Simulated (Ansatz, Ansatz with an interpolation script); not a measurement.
## Settings in Wannier-interpolated G0W0: Sb2Os (Pnnm)

Aim: vary the Wannier model and the GW settings for Sb2Os (Pnnm) and see what the interpolated bands lose.

Program: Ansatz 0.2.0. Level of theory: maximally localised Wannier functions, LDA, plane waves, PAW; PAW set soft_1. Results are calculated unless marked as measured.

**1. The structure**

Symmetry: Pnnm, No. 58, orthorhombic system. The conventional cell has a = 5.938 Å, b = 6.696 Å, c = 3.204 Å, α = 90.00°, β = 90.00°, γ = 90.00°. Sb has 3 Os at 2.63 to 2.66 Å and 1 Sb at 2.86 Å nearest. Nearest to Os lie 6 Sb at 2.63 to 2.66 Å. Farther neighbours are not listed.

The cell and positions come from the Crystallography Open Database and are kept as given unless a step says otherwise. Spin-orbit coupling is left out unless a step names it.

**2. Wannier model on 8×8×12**

Localised functions give a small Hamiltonian that interpolates between mesh points at no cost.

input.yaml reads:

```yaml
crystal:
  lattice:
    - [5.9381, 0.0, 0.0]
    - [0.0, 6.6961, 0.0]
    - [0.0, 0.0, 3.2044]
  atoms:
    - { symbol: Sb, position: [0.18045, 0.35889, 0.0] }
    - { symbol: Sb, position: [0.81955, 0.64111, 0.0] }
    - { symbol: Sb, position: [0.68045, 0.14111, 0.5] }
    - { symbol: Sb, position: [0.31955, 0.85889, 0.5] }
    - { symbol: Os, position: [0.0, 0.0, 0.0] }
    - { symbol: Os, position: [0.5, 0.5, 0.5] }
kpoints:
  mp_grid: { grid: [4, 4, 6] }
hamiltonian:
  xc: lda
  pseudopotentials: { kind: paw, azcp: { folder: soft_1 }, xc_functional: pbe }
scf:
  occupations: { method: fixed }
  n_extra_bands: 67
output:
  wannier:
    kmesh: [8, 8, 12]
    projections: [{ species: Os, l: d, shell: 5 }, { species: Sb, l: p, shell: 5 }]
    minimise: true
    write_hr: true
    seedname: w
    conv_tol: 1.0e-06
    max_iter: 20000
    stability_check: false
    disentanglement:
      window: [8.27, 23.01]
      frozen_window: [8.27, 18.25]
      conv_tol: 1.0e-08
```

The run is started by

```
> ansatz run input.yaml --threads 8 --pin off --max-ram 18432MiB --backend cpu --events-out ev --progress --plain --runs-dir out
```

Numbers of over 12 decimals in the logs are rounded to 6 here.

What it wrote:

```text
scf.n_extra_bands = 67 over 46 filled bands (N_el = 92.0): the run solves 113 bands
Engine: ansatz 0.2.0, x86_64-unknown-linux-gnu
Pseudopotentials: kind: paw
Pseudopotential: Sb, paw, valence charge 15, recommended cutoff 420 eV (normal), soft_1/Sb.paw.azcp
Pseudopotential: Os, paw, valence charge 16, recommended cutoff 420 eV (normal), soft_1/Os.paw.azcp
Functional definition: SPW92
  exchange = slater_x
  correlation = pw_c
Crystal: 6 atoms, lattice volume = 127.414 Å³
Basis set: ecut = 420 eV, 2507 PW (Γ)
Bands: 113, of which v1, the nominal top of the filled ones, is band 46 counted from 1 (45 counted from 0)
Symmetry: 8 space group operations
Space group: Pnnm (ITA 58), of the structure as read, at distance tolerance 5.0e-5 Å
k-points: 36 of 96
Non-local potential: Sb, projectors of the file, l = 0: 2, l = 1: 2, l = 2: 2, l = 3: 1
Non-local potential: Os, projectors of the file, l = 0: 3, l = 1: 2, l = 2: 2, l = 3: 1
PAW form: soft (Blöchl's): semilocal exchange-correlation on the pseudo side does not see the compensation charge
PAW frozen core: Sb, regenerated for the run's functional, and the local potential with it (the file was generated under x = pbe(κ = 0.804, μ = 0.219515), c = pbe(β = 0.066725))
PAW frozen core: Os, regenerated for the run's functional, and the local potential with it (the file was generated under x = pbe(κ = 0.804, μ = 0.219515), c = pbe(β = 0.066725))
PAW one-centre angular grid: Sb, 590 points (default); XC on 64 Gauss nodes
PAW one-centre angular grid: Os, 590 points (default); XC on 64 Gauss nodes
Initial density: superposition of atomic densities (chi_scale 0.1, normalization cell, long waves kept (reshape's long-wave potential 0.00 eV rms))
Initial wavefunctions: pseudopotential atomic-orbital guess
Functional: x = slater, c = lda
SCF iter   1: F=—  HF=-47583.657533 eV  |F-HF|=—  |Δ(HF+E_count)|=         —  Δρ=4.16e-2  dr2=3.46e0  ethr=3.10e-3  ⟨swp⟩=4.6  Hψ=13519  notcnv=0  defer=2331
preconditioner: auto → Resta (q_TF=auto, 2.584 Å⁻¹)  ε∞=1.7  [insulator: Δε(μ)=0.186 eV  Ē_g=34.042 eV  n_scr=38 (ndim 8)  ℏωp=28.7 eV  f_vac=0.000  ε∞_Penn≈1.7]
SCF iter   2: F=—  HF=-47583.075223 eV  |F-HF|=—  |Δ(HF+E_count)|=   5.82e-1  Δρ=3.23e-2  dr2=1.73e0  ethr=3.10e-3  ⟨swp⟩=2.0  Hψ=4766  notcnv=0  defer=2328
SCF iter   3: F=—  HF=-47582.800659 eV  |F-HF|=—  |Δ(HF+E_count)|=   2.75e-1  Δρ=1.41e-2  dr2=3.61e-1  ethr=1.88e-3  ⟨swp⟩=2.0  Hψ=2656  notcnv=0  defer=2324
SCF iter   4: F=—  HF=-47582.731539 eV  |F-HF|=—  |Δ(HF+E_count)|=   6.91e-2  Δρ=5.56e-3  dr2=5.17e-2  ethr=3.93e-4  ⟨swp⟩=1.1  Hψ=4456  notcnv=0  defer=2318
SCF iter   5: F=—  HF=-47582.720597 eV  |F-HF|=—  |Δ(HF+E_count)|=   1.09e-2  Δρ=1.11e-3  dr2=1.76e-3  ethr=5.62e-5  ⟨swp⟩=2.0  Hψ=2286  notcnv=0  defer=2340
[...]
E_local      = -8255.994156  (includes V_loc(G=0)·N_el)
  E_nonlocal   = 1991.325534
  E_hartree    = 3319.236935
  E_xc         = -861.415980
  E_vxc        = -860.540591  (∫ρ·V_xc dr)
  E_paw        = -35155.557039  (= ΣΔE_a)
  E_vpaw       = -1966.321973  (= ΣTr[D̂ρ^β])
  E_aug_tail   = 0.001446  (compensation charges beyond the density's cutoff)
  E_ewald      = -10276.467225
  E_core_change = 2.960889  (= ΣΔE_core)
  E_smearing   = -0.000000  (= −TS)
  E_closure    = 0.000000  (closes the sum)
  Σ components = -47582.720395   (vs F -47582.720395, Δ=0.00e0)
--- Band table (eV; the first three rows and the last of 36) ---
  k-point 0: bands = [... 42 lower, 13.7867, 14.4825, 14.4948, 14.5220, 17.0811, 17.3754, 18.3423, 18.8384, ... 63 higher]
  k-point 1: bands = [... 42 lower, 13.7001, 13.9544, 14.1543, 14.3048, 15.5184, 17.0648, 17.3953, 18.2073, ... 63 higher]
  k-point 2: bands = [... 42 lower, 13.5526, 13.7366, 13.8614, 14.2819, 15.3757, 15.8162, 17.1498, 17.3778, ... 63 higher]
  k-point 35: bands = [... 42 lower, 13.3735, 13.3735, 14.9309, 14.9309, 16.0191, 16.0191, 17.3182, 17.3182, ... 63 higher]
Wannier search: line search 1 of at most 20000: gauge-dependent spread (as the search counts it) 7.9922596 Å², largest recent change 5.8e-1 Å² against conv_tol 1.0e-6 Å², 0 stops escaped
Wannier search: line search 100 of at most 20000: gauge-dependent spread (as the search counts it) 6.4840233 Å², largest recent change 1.6e-5 Å² against conv_tol 1.0e-6 Å², 0 stops escaped
Wannier search: line search 200 of at most 20000: gauge-dependent spread (as the search counts it) 6.4828812 Å², largest recent change 9.2e-6 Å² against conv_tol 1.0e-6 Å², 0 stops escaped
Wannier search: line search 300 of at most 20000: gauge-dependent spread (as the search counts it) 6.4820372 Å², largest recent change 8.4e-6 Å² against conv_tol 1.0e-6 Å², 0 stops escaped
Wannier search: line search 400 of at most 20000: gauge-dependent spread (as the search counts it) 6.4814056 Å², largest recent change 6.2e-6 Å² against conv_tol 1.0e-6 Å², 0 stops escaped
Wannier search: line search 500 of at most 20000: gauge-dependent spread (as the search counts it) 6.4809277 Å², largest recent change 4.1e-6 Å² against conv_tol 1.0e-6 Å², 0 stops escaped
Wannier search: line search 600 of at most 20000: gauge-dependent spread (as the search counts it) 6.4805530 Å², largest recent change 3.7e-6 Å² against conv_tol 1.0e-6 Å², 0 stops escaped
Wannier search: line search 700 of at most 20000: gauge-dependent spread (as the search counts it) 6.4802516 Å², largest recent change 3.3e-6 Å² against conv_tol 1.0e-6 Å², 0 stops escaped
[...]
Wannier search: line search 1400 of at most 20000: gauge-dependent spread (as the search counts it) 6.4790117 Å², largest recent change 1.5e-6 Å² against conv_tol 1.0e-6 Å², 0 stops escaped
Wannier search: line search 1500 of at most 20000: gauge-dependent spread (as the search counts it) 6.4788458 Å², largest recent change 2.7e-6 Å² against conv_tol 1.0e-6 Å², 0 stops escaped
Wannier search: line search 1600 of at most 20000: gauge-dependent spread (as the search counts it) 6.4787169 Å², largest recent change 1.7e-6 Å² against conv_tol 1.0e-6 Å², 0 stops escaped
Wannier search: line search 1700 of at most 20000: gauge-dependent spread (as the search counts it) 6.4785976 Å², largest recent change 9.9e-7 Å² against conv_tol 1.0e-6 Å², 0 stops escaped
[key lines of the parts left out:]
SCF converged after 8 iterations
Free energy (F): -47582.720395 eV
Fermi energy:    14.930881 eV
```

Elapsed: 41 s, on 8 threads of AMD EPYC 9B45 (Zen 5), shared host; peak memory 4.5 GiB; 3.5 min of CPU time.

This step gave:

* gauge-invariant spread: 67.72 Å²
* diagonal spread: 0.1261 Å²
* off-diagonal spread: 6.352 Å²
* total spread: 74.20 Å²
* least projectability: 0.3307
* localisation steps: 1700
* disentanglement steps: 151
* r.m.s. interpolation error: 0.001978 eV
* r.m.s. error near the gap: 0.002579 eV

Near the gap the model misses directly solved bands by 2.6 meV r.m.s. and by 58 meV at most in the window tested. This tests the starting bands, not the corrections carried with them.

**3. G0W0: 4×4×6 mesh, 531 empty bands, screening to 150 eV, PAW set soft_1 files**

Now the one-shot GW correction: screening in the RPA, then the self-energy of the levels asked for.

This step: G0W0 on LDA, plane waves, PAW; PAW set soft_1.

input.yaml, the sections that differ from step 2:

```yaml
scf:
  occupations: { method: fixed }
gw:
  n_empty_bands: 531
  ecut_chi: 150.0
  qp_bands: [v14, c6]
  screening: { model: contour_deformation }
# crystal, kpoints, hamiltonian: as in step 2
# output: removed
```

What it wrote:

```text
[...]
Crystal: 6 atoms, lattice volume = 127.414 Å³
Basis set: ecut = 420 eV, 2507 PW (Γ)
Bands: 56, of which v1, the nominal top of the filled ones, is band 46 counted from 1 (45 counted from 0)
[... 1 set-up line as in the run before ...]
[...]
k-points: 36 of 96
[...]
0    40     13.0226   -21.5976     2.1123   -19.5581  0.7203    13.0954    13.0956  root
[...]
35    49     17.3181   -11.6960    -4.3105   -16.2920  0.7721    17.6039    17.6036  root
    35    50     17.3181   -11.6960    -4.3105   -16.2920  0.7721    17.6039    17.6036  root
    35    51     18.4286   -14.5388    -4.4413   -19.3824  0.7642    18.8320    18.8308  root
    35    52     18.4286   -14.5388    -4.4413   -19.3824  0.7642    18.8320    18.8308  root
[key lines of the parts left out:]
SCF converged after 7 iterations
Free energy (F): -47582.720395 eV
Fermi energy:    14.930859 eV
```

Wall time 20 min (8 threads); peak memory 4.7 GiB.

The G0W0 gap on the mesh is 0.934 eV.

**4. G0W0: 2×2×3 mesh, 531 empty bands, screening to 150 eV, PAW set soft_1 files**

Changes to input.yaml since step 3:

```diff
@@ -13,3 +13,3 @@
 kpoints:
-  mp_grid: { grid: [4, 4, 6] }
+  mp_grid: { grid: [2, 2, 3] }
 hamiltonian:
```

What it wrote:

```text
[...]
Crystal: 6 atoms, lattice volume = 127.414 Å³
Basis set: ecut = 420 eV, 2507 PW (Γ)
Bands: 56, of which v1, the nominal top of the filled ones, is band 46 counted from 1 (45 counted from 0)
[... 1 set-up line as in the run before ...]
[...]
k-points: 8 of 12
[...]
3    48     15.8635   -16.8347    -3.6144   -20.7486  0.7136    16.1801    16.1631  root ?
[...]
7    49     17.0153   -14.0231    -4.1394   -18.4930  0.7566    17.3508    17.3459  root
     7    50     17.0153   -14.0231    -4.1394   -18.4930  0.7566    17.3508    17.3459  root
     7    51     18.6455   -14.2729    -4.3430   -18.9211  0.7506    18.9516    18.9507  root
     7    52     18.6455   -14.2729    -4.3430   -18.9211  0.7506    18.9516    18.9507  root
[key lines of the parts left out:]
SCF converged after 7 iterations
Free energy (F): -47582.826363 eV
Fermi energy:    14.564463 eV
```

It took 48 s on 8 threads; peak memory 4.1 GiB; 5.9 min of CPU time.

The G0W0 gap on the mesh is 1.071 eV.

**5. G0W0: 4×4×6 mesh, 247 empty bands, screening to 90 eV, PAW set soft_1 files**

Changes to input.yaml since step 4:

```diff
@@ -13,3 +13,3 @@
 kpoints:
-  mp_grid: { grid: [2, 2, 3] }
+  mp_grid: { grid: [4, 4, 6] }
 hamiltonian:
@@ -20,4 +20,4 @@
 gw:
-  n_empty_bands: 531
-  ecut_chi: 150.0
+  n_empty_bands: 247
+  ecut_chi: 90
   qp_bands: [v14, c6]
```

What it wrote:

```text
[...]
Crystal: 6 atoms, lattice volume = 127.414 Å³
Basis set: ecut = 420 eV, 2507 PW (Γ)
Bands: 56, of which v1, the nominal top of the filled ones, is band 46 counted from 1 (45 counted from 0)
[... 1 set-up line as in the run before ...]
[...]
k-points: 36 of 96
[...]
0    40     13.0226   -21.5976     2.3165   -19.5581  0.7245    13.2980    13.2997  root
[...]
35    49     17.3181   -11.6960    -4.1051   -16.2920  0.7732    17.8115    17.8090  root
    35    50     17.3181   -11.6960    -4.1051   -16.2920  0.7732    17.8115    17.8090  root
    35    51     18.4286   -14.5388    -4.1797   -19.3824  0.7670    19.0993    19.0924  root
    35    52     18.4286   -14.5388    -4.1797   -19.3824  0.7670    19.0993    19.0924  root
[key lines of the parts left out:]
SCF converged after 7 iterations
Free energy (F): -47582.720395 eV
Fermi energy:    14.930859 eV
```

Wall time 4.5 min (8 threads); peak memory 2 GiB.

The G0W0 gap on the mesh is 0.929 eV.

**6. Interpolated results**

Times are wall times on 8 threads of AMD EPYC 9B45 (Zen 5), shared host, good to a factor of about two.

```tsv
GW mesh	empty bands	cutoff (eV)	frequency	gap on mesh (eV)	gap over zone (eV)	direct gap (eV)	valence width (eV)	GW time
4×4×6	531	150	contour deformation	0.934	0.733	1.013	6.522	20 min
2×2×3	531	150	contour deformation	1.071	0.666	0.963	6.618	48 s
4×4×6	247	90	contour deformation	0.929	0.723	0.997	6.576	4.5 min
```

**7. Summary of results**

```yaml
4x4x6_mesh_531_empty_bands_screening_to_150_ev_paw_set_soft_1_files: 0.73 eV
2x2x3_mesh_531_empty_bands_screening_to_150_ev_paw_set_soft_1_files: 0.67 eV
4x4x6_mesh_247_empty_bands_screening_to_90_ev_paw_set_soft_1_files: 0.72 eV
```

**Reading.** The largest change, −0.07 eV in the gap over the zone, comes with 2×2×3 mesh, 531 empty bands, screening to 150 eV, PAW set soft_1 files. The first run is a reference, not a converged one, and where a row moves several settings no single cause can be named. Rows on another GW mesh add that mesh's corrections to the bands of the one model. With 2×2×3 mesh, 531 empty bands, screening to 150 eV, PAW set soft_1 files the gap over the zone moves by −0.07 eV and that on the mesh by +0.14 eV. With 4×4×6 mesh, 247 empty bands, screening to 90 eV, PAW set soft_1 files the gap over the zone moves by −0.01 eV and that on the mesh by −0.01 eV. Gaps over the zone and on the mesh differ where an edge lies off the mesh, or where a GW run starts from another density: the starting gap over the zone is 0.324 eV, on the GW meshes it is 0.445 eV and 0.804 eV. The 4×4×6 mesh is coarse for this cell (its supercell is 19 Å along the shortest edge). The RPA ε∞ on it, from the LDA start, is 17.71, 21.15 and 27.59; such meshes misread the long-range screening, most where the gap is narrow. The runs have no spin polarisation. For a closed low-spin shell that is the natural state; where a d or f shell is open it is a constraint, and the gap is then not the crystal's own. With d states at the gap, one-shot GW leans hard on its start. The many-body steps are scalar-relativistic: spin-orbit coupling is not in them.

[Paths, hosts, dates, memory and timing lines, banners, echoed tables and standing remarks are left out of the program output.]

[Logs are printed without paths, hosts, clocks, repeated set-up lines and the standing remarks that a program may print on its own settings, such as how far it seeks lower states.]

[Runs of the session that timed out or met a known fault of the program may be left out.]

[Hosts, paths, dates, database ids (printed as entryN), source tags and the programs' standing remarks are cut or masked in the printed files.]
